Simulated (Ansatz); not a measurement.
# LaBiS2O (P4/nmm): band gap by G0W0 on LDA, part 2 of 2

How far does one-shot GW move the LDA gap of LaBiS2O (P4/nmm)?

Ansatz 0.2.0; LDA, then G0W0 on it, plane waves, PAW. Known limits of the many-body steps: finite bands, screening cutoff and k mesh; no spin-orbit coupling in G0W0; large ε∞ on the G0W0 mesh.

So far. Step 2 (Bands along the symmetry lines): Over mesh and path the gap is 0.827 eV, from k = Γ to k = (0.000, 0.500, 0.000). The least direct gap found is 0.829 eV, at k = (0.000, 0.500, 0.000). The pressure in this cell is -5 GPa; the cell is kept.

In doubt: masses and optical values from hybrid runs of this build are listed as unsure (in some of the runs), which bears on the screening that GW takes from such a start.

## 3. The quasiparticle correction

G0W0 replaces the xc potential by a self-energy built once from the orbitals of the start. Levels are corrected in the window of bands that the input names, at points of the mesh.

This step: G0W0 on LDA, plane waves, PAW.

File input.yaml:

```yaml
crystal:
  lattice:
    - [4.055497, 0.0, 0.0]
    - [0.0, 4.055497, 0.0]
    - [0.0, 0.0, 14.173265]
  atoms:
    - { symbol: La, position: [0.5, 0.0, 0.587742] }
    - { symbol: La, position: [0.0, 0.5, 0.412258] }
    - { symbol: Bi, position: [0.0, 0.5, 0.867775] }
    - { symbol: Bi, position: [0.5, 0.0, 0.132225] }
    - { symbol: S, position: [0.5, 0.0, 0.89002] }
    - { symbol: S, position: [0.0, 0.5, 0.10998] }
    - { symbol: S, position: [0.0, 0.5, 0.690201] }
    - { symbol: S, position: [0.5, 0.0, 0.309799] }
    - { symbol: O, position: [0.0, 0.0, 0.5] }
    - { symbol: O, position: [0.5, 0.5, 0.5] }
kpoints:
  mp_grid: { grid: [4, 4, 2] }
hamiltonian:
  xc: lda
scf:
  occupations: { method: fixed }
gw:
  n_empty_bands: 1071
  ecut_chi: 160.0
  qp_bands: [v3, c3]
  qp_kpoints: band_edges
  screening: { model: contour_deformation }
```

Launch:

```console
$ ansatz run input.yaml --threads 3 --pin off --max-ram 92160MiB --backend cuda --events-out ev --progress --plain --runs-dir out --devices 1 --max-vram 13GiB
```

Numbers of over 12 decimals in the logs are rounded to 6 here.

The program printed:

```text
GPUs: using 1 of 1 available (devices: 1).
[...]
GPU FFT provider: cuFFT
GPU libraries: cuBLAS 13.8.2, cuFFT 12.4.0, cuSOLVER 12.3.4
Crystal: 10 atoms, lattice volume = 233.108 Å³
Basis set: ecut = 420 eV, 4575 PW (Γ)
Bands: 54, of which v1, the nominal top of the filled ones, is band 44 counted from 1 (43 counted from 0)
Symmetry: 16 space group operations
[...]
k-points: 12 of 32
[...]
GPU buffer pool allocated for 86400 grid points (all kernels)
[...]
SCF iter   1: F=—  HF=-40925.383563 eV  |F-HF|=—  |Δ(HF+E_count)|=         —  Δρ=9.50e-3  dr2=3.02e-1  ethr=1.77e-3  ⟨swp⟩=5.9  Hψ=2407  notcnv=0  defer=83
[...]
SCF iter   8: F=-40925.326831 eV  HF=-40925.326831 eV  |F-HF|=2.67e-8  |Δ(HF+E_count)|=   3.29e-8  Δρ=3.37e-6  dr2=5.34e-8  ethr=1.14e-10  ⟨swp⟩=20.6  Hψ=3484  notcnv=0
SCF 1 converged in 8 iterations: F = -40925.326831 eV  dr2 = 5.34e-8
[...]
NSCF: frozen V_eff on 12 k-points
the band table was solved once the SCF had ended and its energy, with any forces and stress, was formed, with the checks that follow a solve (2853 applications of the Hamiltonian). They found nothing against the state; the energy, forces and stress were not computed again (output.eigenvalues in the input reference)
[...]
G₀W₀ screening: q 1/12
[... further progress lines ...]
SCF converged after 8 iterations
Free energy (F): -40925.326831 eV
[...]
Internal energy: -40925.326831 eV  (E = F + TS)
E sigma→0 (E₀):  -40925.326831 eV
Fermi energy:    7.416934 eV
[...]
--- Band table (eV; the first three rows and the last of 12) ---
  k-point 0: bands = [... 40 lower, 7.0443, 7.0443, 7.3996, 7.3996, 10.7580, 11.0414, 11.0848, 11.2295, ... 6 higher]
  k-point 1: bands = [... 40 lower, 7.0618, 7.0772, 7.3878, 7.3878, 10.7664, 10.8715, 10.9278, 11.2117, ... 6 higher]
  k-point 2: bands = [... 40 lower, 6.8603, 6.9077, 7.1064, 7.2043, 9.8021, 10.2800, 10.2898, 10.5473, ... 6 higher]
  k-point 11: bands = [... 40 lower, 6.2402, 6.2402, 6.5637, 6.5637, 10.9814, 10.9814, 11.5998, 11.5998, ... 6 higher]
--- G₀W₀: contour deformation, 7 samples at zero and on the imaginary axis and 1 off it, 32 q-points, 1071 empty bands' worth ---
  eigenvalues of the whole cell's RPA ε∞ on this k-mesh (on a slab, of 1 + 4πα/V) = 7.6167, 29.9395, 29.9395; static W/v taken at q = 0 is 0.008710
  bands read: the sum over 1115 bands ends inside a degenerate multiplet in 6 slots, whose members it reads at an even weight; the widest, k=4: bands 1115 to 1116 (counted from 1) at 1/2 each
  gw.qp_kpoints: band_edges: 8 of 12 stored k-points solved, in 1 pass; an edge of the gap read off the rows below is read off those points alone
    valence top: of the k-points left out ik 9 came nearest to being solved in a further pass, in band 43 (counted from 1, as in the quasiparticle table): it holds the edge there only if its correction is more favourable than any solved in that band by at least 0.636 eV; those differ by 0.182 eV
    conduction bottom: of the k-points left out ik 9 came nearest to being solved in a further pass, in band 45 (counted from 1, as in the quasiparticle table): it holds the edge there only if its correction is more favourable than any solved in that band by at least 2.132 eV; those differ by 1.558 eV
    ik  band        ε_KS         Σx   Σc(E_QP)       V_xc       Z   E_QP_lin       E_QP  E_QP is
     0    42      7.0443   -18.0370     2.4087   -15.1785  0.6957     6.5766     6.5945  root
     0    43      7.3996   -19.9150     2.7277   -16.7899  0.7024     6.9935     7.0021  root
     0    44      7.3996   -19.9150     2.7277   -16.7899  0.7024     6.9935     7.0021  root
     0    45     10.7580   -10.6608    -6.2731   -18.6338  0.7309    12.4844    12.4579  root
     0    46     11.0414   -10.3635    -4.5597   -15.5548  0.7282    11.7068    11.6731  root
     0    47     11.0848    -8.9290    -4.9136   -14.5419  0.7371    11.8240    11.7841  root
     1    42      7.0772   -19.3623     2.1411   -16.8966  0.7097     6.7476     6.7527  root
     1    43      7.3878   -19.9411     2.7476   -16.7945  0.7023     6.9800     6.9888  root
     1    44      7.3878   -19.9411     2.7476   -16.7945  0.7023     6.9800     6.9888  root
     1    45     10.7664   -10.7870    -6.3290   -18.8529  0.7299    12.5289    12.5033  root
     1    46     10.8715   -10.2886    -4.7500   -15.7161  0.7339    11.5862    11.5490  root
     1    47     10.9278    -8.1215    -4.3460   -12.9328  0.7485    11.4052    11.3931  root
     2    42      6.9077   -17.8138     2.4783   -14.9177  0.6932     6.4790     6.4899  root
     2    43      7.1064   -19.0508     2.1917   -16.5238  0.7078     6.7656     6.7712  root
     2    44      7.2043   -19.2879     2.5694   -16.3328  0.6995     6.8100     6.8185  root
     2    45      9.8021   -10.2036    -3.9488   -14.4455  0.7340    10.0986    10.0951  root
     2    46     10.2800   -10.4228    -4.0659   -14.7693  0.7203    10.5647    10.5606  root
     2    47     10.2898   -10.3974    -4.1837   -14.8457  0.7165    10.5648    10.5545  root
     3    42      6.8808   -17.9245     1.8284   -15.7605  0.7081     6.5392     6.5451  root
     3    43      6.9310   -18.2855     2.5866   -15.2896  0.6924     6.5110     6.5218  root
     3    44      7.2032   -19.3306     2.5926   -16.3491  0.6994     6.8057     6.8144  root
     3    45      9.9011   -10.5818    -3.9058   -14.7735  0.7298    10.1900    10.1869  root
     3    46     10.2503   -10.4109    -4.2127   -14.9159  0.7175    10.5541    10.5426  root
     3    47     10.2527   -10.3315    -4.0934   -14.7162  0.7217    10.5483    10.5439  root
     4    42      6.7509   -19.0390     2.6733   -16.0095  0.6765     6.4018     6.3946  root
     4    43      7.4169   -17.0869     0.8157   -16.0439  0.7205     7.1874     7.1896  root
     4    44      7.4169   -17.0869     0.8157   -16.0439  0.7205     7.1874     7.1896  root
     4    45      8.2385   -10.3879    -3.2727   -13.8396  0.7427     8.4189     8.4176  root
     4    46      8.2385   -10.3879    -3.2727   -13.8396  0.7427     8.4189     8.4176  root
     4    47      8.8551   -10.4510    -3.4666   -14.1689  0.7426     9.1094     9.1064  root
     5    42      6.7286   -19.2183     2.7474   -16.1200  0.6746     6.3851     6.3777  root
     5    43      7.4078   -17.0915     0.8000   -16.0644  0.7202     7.1783     7.1806  root
     5    44      7.4078   -17.0915     0.8000   -16.0644  0.7202     7.1783     7.1806  root
     5    45      8.2457   -10.3535    -3.2841   -13.8186  0.7424     8.4279     8.4266  root
     5    46      8.2457   -10.3535    -3.2841   -13.8186  0.7424     8.4279     8.4266  root
     5    47      8.8569   -10.4643    -3.4649   -14.1806  0.7425     9.1113     9.1083  root
     6    42      6.8784   -21.9510     3.4067   -18.2558  0.6953     6.5851     6.5899  root
     6    43      6.9736   -18.3890     1.8407   -16.2395  0.7114     6.6601     6.6648  root
     6    44      7.1561   -18.4163     2.0323   -16.0476  0.7047     6.8141     6.8198  root
     6    45      9.0365   -10.7933    -3.5672   -14.6042  0.7362     9.2828     9.2801  root
     6    46      9.1914   -11.0123    -3.5923   -14.8283  0.7296     9.4182     9.4151  root
     6    47     10.7491   -10.2496    -4.4468   -15.2790  0.7359    11.3543    11.3318  root
     7    42      6.8607   -22.0943     3.4562   -18.3539  0.6952     6.5717     6.5765  root
     7    43      6.9253   -17.2900     1.7511   -15.2001  0.7036     6.5800     6.5864  root
     7    44      6.9763   -18.2655     1.7442   -16.2231  0.7105     6.6736     6.6781  root
     7    45      9.0201   -10.7024    -3.5635   -14.4946  0.7368     9.2510     9.2488  root
     7    46      9.2292   -11.1781    -3.5892   -15.0026  0.7268     9.4682     9.4645  root
     7    47     10.8301   -10.4996    -4.6153   -15.7813  0.7316    11.5322    11.4965  root
```

It took 1.9 min on 1 × NVIDIA H100 80GB HBM3 (shared by 6 runs) with 3 threads of AMD EPYC 7R13 (Zen 3), shared host; peak memory 4.4 GiB; 3.5 min of CPU time.

This step gave:

| Item | Value |
| --- | --- |
| bands summed | 1115 |
| RPA ε∞ on this mesh (eigenvalues) | 7.617, 29.94, 29.94 |
| plane waves in the screening matrix | 1069 |
| q-points in the mesh | 32 |
| G0W0 gap over the corrected points | 1.228 eV |
| k of the valence top | 0, -0.5, 0 |
| k of the conduction bottom | 0, -0.5, 0 |
| starting gap on the mesh | 0.8216 eV |
| Z at the valence top | 0.7205 |
| Z at the conduction bottom | 0.7427 |
| least direct G0W0 gap over the corrected points | 1.228 eV |

Over 8 of 12 irreducible mesh points the G0W0 gap is 1.228 eV, direct, at k = (0.000, -0.500, 0.000). The LDA gap of this run on the mesh is 0.822 eV. The two states that bound the G0W0 gap lie that far apart at the start, so the correction of the gap is 1.228 − 0.822 = +0.406 eV. The start of this run differs from the step before in mesh (6×6×2 and 4×4×2).

Labels follow the order of the start: v1 is the top filled band, c1 the lowest empty one; levels that stay degenerate share a row, the window can cut a multiplet, doubted levels are not marked in this list, bands outside the window were not corrected, and the list may be a part of the corrected levels. The levels before and after the correction (eV, zero at the valence-band top of each column):

```csv
,conduction bottom,valence top
Kohn-Sham,0.82,0.00
G0W0,1.23,0.00
```

```csv
,level,occupation,energy (eV)
Kohn-Sham,(0 -0.5 0) v3,2,-0.666
Kohn-Sham,(0 -0.5 0) v2-v1,2,0.000
Kohn-Sham,(0 -0.5 0) c1-c2,0,0.822
Kohn-Sham,(0 -0.5 0) c3,0,1.438
G0W0,(0 -0.5 0) v3,2,-0.795
G0W0,(0 -0.5 0) v2-v1,2,0.000
G0W0,(0 -0.5 0) c1-c2,0,1.228
G0W0,(0 -0.5 0) c3,0,1.917
```

The parts of the quasiparticle energy for the two states that bound the G0W0 gap, in eV on the run's own scale (QP = start + Σx + Σc − Vxc, with Σc at the quasiparticle energy):

```csv
edge,k,band,start,Σx,Σc,Vxc,Z,QP
valence top,"(0.000, -0.500, 0.000)",43,7.417,−17.087,0.816,−16.044,0.721,7.190
conduction bottom,"(0.000, -0.500, 0.000)",45,8.239,−10.388,−3.273,−13.840,0.743,8.418
```

## 4. Spin-orbit coupling

This run has two-component orbitals with spin-orbit coupling.

This step: DFT, LDA with spin-orbit coupling, plane waves, PAW.

input.yaml, the sections that differ from step 3:

```yaml
kpoints:
  mp_grid: { grid: [6, 6, 2] }
  band_path:
    path:
      - [0.0, 0.0, 0.0]
      - [0.0, 0.5, 0.0]
      - [0.5, 0.5, 0.0]
      - [0.0, 0.0, 0.5]
      - [0.0, 0.5, 0.5]
      - [0.5, 0.5, 0.5]
    npoints: 1
scf:
  occupations: { method: fermi_dirac, width: 0.02 }
  n_extra_bands: 14
magnetization:
  noncollinear: true
  spin_orbit: true
output:
  eigenvalues: true
  forces: true
  stress: true
# crystal, hamiltonian: as in step 3
# gw: removed
```

The program printed:

```text
[...]
GPUs: using 1 of 1 available (devices: 1).
[...]
non-collinear run that drives no moment, with spin-orbit: no starting moment large enough to seed its density (crystal.atoms[].spin), no starting occupations that ask for one, no magnetisation constraint and no magnetic field, so the semilocal B_xc is pinned to zero
[...]
GPU FFT provider: cuFFT
GPU libraries: cuBLAS 13.8.2, cuFFT 12.4.0, cuSOLVER 12.3.4
Crystal: 10 atoms, lattice volume = 233.108 Å³
Basis set: ecut = 420 eV, 4575 PW (Γ)
Bands: 102, of which v1, the nominal top of the filled ones, is band 88 counted from 1 (87 counted from 0)
Symmetry: 16 space group operations + 16 with time reversal
[...]
k-points: 20 of 72
Projection manifold: j_resolved (fully-relativistic pseudo-atomic orbitals)
[...]
GPU buffer pool allocated for 86400 grid points (all kernels)
[...]
SCF iter   1: F=—  HF=-41017.047763 eV  |F-HF|=—  |Δ(HF+E_count)|=         —  Δρ=4.24e-2  dr2=1.09e1  dr2_m=0.00e0 (ungated)  ethr=3.10e-3  |M|=0.00e0 ∫|m|=0.00e0 μB  |m|>n=0.0e0 m-floor=0.0e0 τ_xc=0.0e0  β_m=0.30  ⟨swp⟩=4.5  Hψ=4837  notcnv=0
[...]
spin=Noncollinear: Resta preconditioning applied to the charge; magnetization (m_x, m_y, m_z) channels mix plain (no charge-response kernel on spin).
[...]
site 7: m = (+0.0000, +0.0000, +0.0000) μB, |m| = 0.0000 μB  (R = 1.04 Å)
  site 8: m = (+0.0000, +0.0000, +0.0000) μB, |m| = 0.0000 μB  (R = 0.98 Å)
  site 9: m = (+0.0000, +0.0000, +0.0000) μB, |m| = 0.0000 μB  (R = 0.98 Å)
Free energy (F): -41014.981808 eV
[...]
Internal energy: -41014.981808 eV  (E = F + TS)
E sigma→0 (E₀):  -41014.981808 eV
Entropy (-TS):   -0.000001 eV (-0.000 meV/atom)
Fermi energy:    7.628432 eV
[...]
--- Forces (eV/Å), atoms counted from 1 ---
  atom   1  La     0.00000000     0.00000000    -0.30857028
  atom   2  La     0.00000000     0.00000000     0.30857028
  atom   3  Bi     0.00000000     0.00000000    -0.10795068
  atom   4  Bi     0.00000000     0.00000000     0.10795068
  atom   5  S      0.00000000     0.00000000     0.02794663
  atom   6  S      0.00000000     0.00000000    -0.02794663
  atom   7  S      0.00000000     0.00000000    -0.04201460
  atom   8  S      0.00000000     0.00000000     0.04201460
  atom   9  O     -0.00000000     0.00000000     0.00000000
  atom  10  O      0.00000000     0.00000000     0.00000000
  max |Σ_I F_I| component: 6.25e-17 eV/Å
--- Stress (GPa, compression-positive) ---
       -4.928150       0.000000       0.000000
        0.000000      -4.928150       0.000000
        0.000000       0.000000      -4.266382
  P = ⅓ Tr σ = -4.7076 GPa (-47.076 kbar)
--- Band table (eV; the first three rows and the last of 20) ---
  k-point 0: bands = [... 84 lower, 7.2577, 7.2577, 7.3751, 7.3751, 10.3505, 10.3505, 10.5582, 10.5582, ... 10 higher]
  k-point 1: bands = [... 84 lower, 7.2465, 7.2465, 7.3636, 7.3636, 10.2017, 10.2017, 10.5222, 10.5222, ... 10 higher]
  k-point 2: bands = [... 84 lower, 7.1125, 7.1125, 7.2466, 7.2466, 9.8188, 9.8188, 10.1391, 10.1391, ... 10 higher]
  k-point 19: bands = [... 84 lower, 6.5553, 6.5553, 6.5553, 6.5553, 10.6161, 10.6161, 10.6161, 10.6161, ... 10 higher]
[key lines of the parts left out:]
SCF converged after 10 iterations
Magnetization: |M| = 0.0000 μB,  M = (+0.0000, +0.0000, +0.0000) μB
```

Elapsed: 13 s, on 1 × NVIDIA H100 80GB HBM3 (shared by 6 runs) with 3 threads; peak memory 1.2 GiB; 23 s of CPU time.

This step gave:

```yaml
pressure: -4.708 GPa
gap: 0.4799 eV
valence_top_at: X
conduction_bottom_at: X
least_direct_gap: 0.4799 eV
```

Over mesh and listed points the gap is 0.480 eV, direct, at k = (0.000, 0.500, 0.000). The pressure in this cell is -5 GPa; the cell is kept. LDA+SOC against LDA: 0.480 − 0.827 = −0.347 eV. Mesh, set of files and cutoff are the same, but the valence top lies at another k point, so this need not be the shift of one pair of states. The spin-orbit run sees mesh and listed points alone, so its gap is an upper bound: the coupling can move an edge off these points, and the change over the zone, its sign included where it is small, is not known.

## 5. Side by side

Each gap is the least one over the points named; times are wall times on shared hosts, not benchmarks. A G0W0 time includes the run's own self-consistent start. Runs with listed points see these and the mesh alone, so an edge that moves elsewhere is missed. Rows marked * are further runs, not shown as steps, whose inputs differ from the G0W0 step on the same start in the columns given; solver thresholds can differ too. Symmetry makes (0.000, 0.500, 0.000) and (0.000, -0.500, 0.000) one point.

```csv
level,mesh,"files, cutoff","bands summed, screening",points,gap (eV),valence top,conduction bottom,least direct gap (eV),time
LDA,6×6×2,"soft_2 PAW, 420 eV",-,mesh and path,0.827,Γ,"(0.000, 0.500, 0.000)",0.829,6.4 s
LDA+SOC,6×6×2,"soft_2 PAW, 420 eV",-,mesh and listed points,0.480,"(0.000, 0.500, 0.000)","(0.000, 0.500, 0.000)",0.480,13 s
G0W0@LDA*,4×4×2,"soft_2 PAW, 420 eV","220, 48 eV",8 of 12 irreducible mesh points,1.031,"(0.000, -0.500, 0.000)","(0.000, -0.500, 0.000)",1.031,19 s
G0W0@LDA*,4×4×2,"soft_2 PAW, 420 eV","541, 96 eV",8 of 12 irreducible mesh points,1.133,"(0.000, -0.500, 0.000)","(0.000, -0.500, 0.000)",1.133,41 s
G0W0@LDA,4×4×2,"soft_2 PAW, 420 eV","1115, 160 eV",8 of 12 irreducible mesh points,1.228,"(0.000, -0.500, 0.000)","(0.000, -0.500, 0.000)",1.228,1.9 min
G0W0@LDA*,4×4×2,"soft_2 PAW, 420 eV","1115, 160 eV, plasmon pole",8 of 12 irreducible mesh points,1.211,"(0.000, -0.500, 0.000)","(0.000, -0.500, 0.000)",1.211,2.3 min
```

## 6. Results

```yaml
lda_gap_over_mesh_and_path: 0.827 eV, from k = Γ to k = (0.000, 0.500, 0.000)
g0w0_lda_gap_over_8_of_12_irreducible_mesh_points: 1.228 eV, direct, at k = (0.000, -0.500, 0.000)
lda_soc_gap_over_mesh_and_listed_points: 0.480 eV
gw_settings: 4×4×2 mesh, 1071 empty bands, screening to 160 eV
known_limits: finite bands, screening cutoff and k mesh; no spin-orbit coupling in G0W0; large ε∞ on the G0W0 mesh
```

What this shows: Over 8 of 12 irreducible mesh points the G0W0 gap is 1.228 eV, direct, at k = (0.000, -0.500, 0.000). The LDA gap of this run on the mesh is 0.822 eV. The two states that bound the G0W0 gap lie that far apart at the start, so the correction of the gap is 1.228 − 0.822 = +0.406 eV. The valence state moves by 7.190 − 7.417 = −0.227 eV and the conduction state by 8.418 − 8.239 = +0.179 eV, on the run's own scale; with 220 bands the edge states move by +0.441 and +0.650 eV, so the split between the edges depends on the bands and cutoff. Both edges that LDA shows over mesh and path lie at k points where levels were corrected. G0W0 has the valence top at another k point than that. Levels at other points were not corrected, so a lower G0W0 gap elsewhere in the zone is not ruled out. From 220 bands and 48 eV to 1115 bands and 160 eV the gap moves by 1.228 − 1.031 = +0.197 eV (rung by rung 1.031, 1.133, 1.228 eV); bands and screening cutoff rise together, so their parts are not told apart. A line in one over the bands through the two highest rungs gives 1.228 + (1.228 − 1.133) × 541 / (1115 − 541) = 1.318 eV, and through the pair below 1.133 + (1.133 − 1.031) × 220 / (541 − 220) = 1.203 eV. The two differ by 0.115 eV, not under the 0.030 eV asked, so the law does not hold well over these rungs and the limit is not known. With the plasmon pole model in place of the contour deformation model and all else as in the G0W0@LDA row with 1115 bands, the gap differs by 1.211 − 1.228 = −0.017 eV. G0W0 on other starts in this series, not shown as steps and not all at these settings: 1.487 eV on HSE06 (4×4×2, soft_2 PAW, 1115 bands, 160 eV) and 1.666 eV on PBE0 (4×4×2, soft_2 PAW, 1115 bands, 160 eV). LDA+SOC against LDA: 0.480 − 0.827 = −0.347 eV. Mesh, set of files and cutoff are the same, but the valence top lies at another k point, so this need not be the shift of one pair of states. The spin-orbit run sees mesh and listed points alone, so its gap is an upper bound: the coupling can move an edge off these points, and the change over the zone, its sign included where it is small, is not known. What spin-orbit coupling does to the G0W0 levels was not computed, so no sum with the G0W0 gap is formed. The G0W0 runs are scalar-relativistic. The cell holds La; where the f levels lie against the gap was not analysed here. The largest eigenvalue of the RPA ε∞ is large: 30 in G0W0@LDA (4×4×2, 1115 bands), 31 in G0W0@LDA (4×4×2, 220 bands), 30 in G0W0@LDA (4×4×2, 541 bands) and 30 in G0W0@LDA (4×4×2, 1115 bands). A perturbation-theory run of this series on LDA, not shown as a step (6×6×2 (response on 576 points) mesh, soft_2 PAW), gives 7.6 and 17.4 (stated error 0.2), so a mesh with so large a value overstates the long-range screening, which bears on the G0W0 gap by an amount not known here. No pair of G0W0 runs that differ in the mesh alone is shown (4×4×2 is a supercell whose nearest images lie 16 Å apart), so the error from the mesh is not known here. G0W0@LDA runs of this series with other atomic data on the same mesh, not shown as steps, give 1.203 eV (hard PAW, 930 eV, 1639 bands, screening to 208 eV); where bands and cutoffs differ too, the part of the files is not isolated.

[Paths, hosts, dates, memory and timing lines, banners, echoed tables and standing remarks are left out of the program output.]

[Logs are printed without paths, hosts, clocks, repeated set-up lines and the standing remarks that a program may print on its own settings, such as how far it seeks lower states.]

[Runs of the session that timed out or met a known fault of the program may be left out.]

[Cells called generated may have been cut or substituted from an entry of the Crystallography Open Database or the Materials Project.]

[Hosts, paths, dates, database ids (printed as entryN), source tags and the programs' standing remarks are cut or masked in the printed files.]

[Where an RPA ε∞ is given, it is that of the G0W0 mesh and is not shown converged in it. Names of k-points follow the symmetry that the program found, which can be lower than the space group named. Band edges on a path are those of the sampled points; other points can move an edge, and change direct to indirect where valleys lie close.]

[Hybrid gaps are those of their k-mesh and are not shown converged in it.]
